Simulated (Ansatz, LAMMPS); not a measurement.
# What went wrong? glassy 67P2O5-33Li2O (mol %) (68 atoms)

Program: Ansatz 0.2.0. The cell: 16 P, 8 Li and 44 O.

The input, input.yaml:

```yaml
crystal:
  lattice:
    - [9.413, 0.0, 0.0]
    - [0.0, 9.413, 0.0]
    - [0.0, 0.0, 9.413]
  atoms:
    - { symbol: P, position: [0.67912, 0.85118, 0.19412] }
    - { symbol: P, position: [0.34079, 0.35391, 0.49622] }
    - { symbol: P, position: [0.54438, 0.52229, 0.71019] }
    - { symbol: P, position: [0.84092, 0.1722, 0.62868] }
    - { symbol: P, position: [0.27038, 0.71683, 0.6957] }
    - { symbol: P, position: [0.0604, 0.42079, 0.14945] }
    - { symbol: P, position: [0.79119, 0.21808, 0.12685] }
    - { symbol: P, position: [0.54132, 0.26115, 0.91714] }
    - { symbol: P, position: [0.79976, 0.47362, 0.5073] }
    - { symbol: P, position: [0.01156, 0.87482, 0.23977] }
    - { symbol: P, position: [0.26731, 0.16897, 0.063] }
    - { symbol: P, position: [0.03571, 0.54824, 0.85275] }
    - { symbol: P, position: [0.42724, 0.65823, 0.15634] }
    - { symbol: P, position: [0.17823, 0.6238, 0.387] }
    - { symbol: P, position: [0.60757, 0.94792, 0.51262] }
    - { symbol: P, position: [0.75855, 0.71607, 0.88683] }
    - { symbol: Li, position: [0.00648, 0.9966, 0.93166] }
    - { symbol: Li, position: [0.26952, 0.89185, 0.95816] }
    [... 44 atom lines left out ...]
    - { symbol: O, position: [0.73995, 0.21505, 0.27481] }
    - { symbol: O, position: [0.2647, 0.24463, 0.58878] }
    - { symbol: O, position: [0.36836, 0.7209, 0.02077] }
    - { symbol: O, position: [0.08549, 0.51318, 0.27247] }
    - { symbol: O, position: [0.91413, 0.34165, 0.12846] }
    - { symbol: O, position: [0.06535, 0.00454, 0.30863] }
kpoints:
  mp_grid: { grid: [1, 1, 1] }
hamiltonian:
  xc: pbe
scf:
  occupations: { method: gaussian, width: 0.025 }
  eigensolver: { kind: { support_functions: { accuracy: medium, radius: 3.05 } } }
  max_iter: 150
output:
  forces: true
  eigenvalues: true
```

On the command line:

```sh
$ ansatz run input.yaml --threads 4 --pin off --max-ram 8192MiB --backend cpu --events-out ev --progress --plain --runs-dir out
```

The log of the run:

```text
Warning: scf.eigensolver.kind.support_functions: disabling space-group detection — the functions' gradient is summed over unrotated k-points, so no spatial operation reduces the k-mesh or symmetrises the density; time reversal is kept, so that k and −k are solved as one point where they differ and the mesh holds both, and exact exchange and, on two spinor components, a DFT+U term hold to it where the run has them: [...]
Warning: basis.ecutwfc = 464 eV, auto-derived: no grid that the accuracy of the support functions lays serves the files at the lower one that their records recommend; a deck with other species or settings can derive another value
settings of this run that can trade accuracy for cost: scf.eigensolver.kind.support_functions [...]
Engine: ansatz 0.2.0, x86_64-unknown-linux-gnu
Pseudopotentials: kind: paw
Pseudopotential: P, paw, valence charge 5, recommended cutoff 420 eV (normal), P.paw.azcp
Pseudopotential: Li, paw, valence charge 3, recommended cutoff 420 eV (normal), Li.paw.azcp
Pseudopotential: O, paw, valence charge 6, recommended cutoff 420 eV (normal), O.paw.azcp
[... 5 lines on functional and potentials left out ...]
Error: SCF: the radius of support functions is under 3.41 Å, the least for these sites at the functions' level (scf.eigensolver.kind.support_functions.accuracy). Use scf.eigensolver.kind: auto, or type scf.eigensolver.kind.support_functions.radius at least as long, [...]
```

Run time: 2.2 s. Hardware: 4 threads of AMD EPYC 9R45, shared host; peak memory 0.27 GiB; 6.6 s of CPU time.

What is at fault here, and what would mend it?

A radius under the least that the level allows: support_functions.radius = 3.05.

The fix is to use a longer radius.

The run ended with an error.

[Logs are printed without paths, hosts, clocks, repeated set-up lines and the standing remarks that a program may print on its own settings, such as how far it seeks lower states.]

[Hosts, paths, dates, database ids (printed as entryN), source tags and the programs' standing remarks are cut or masked in the printed files.]
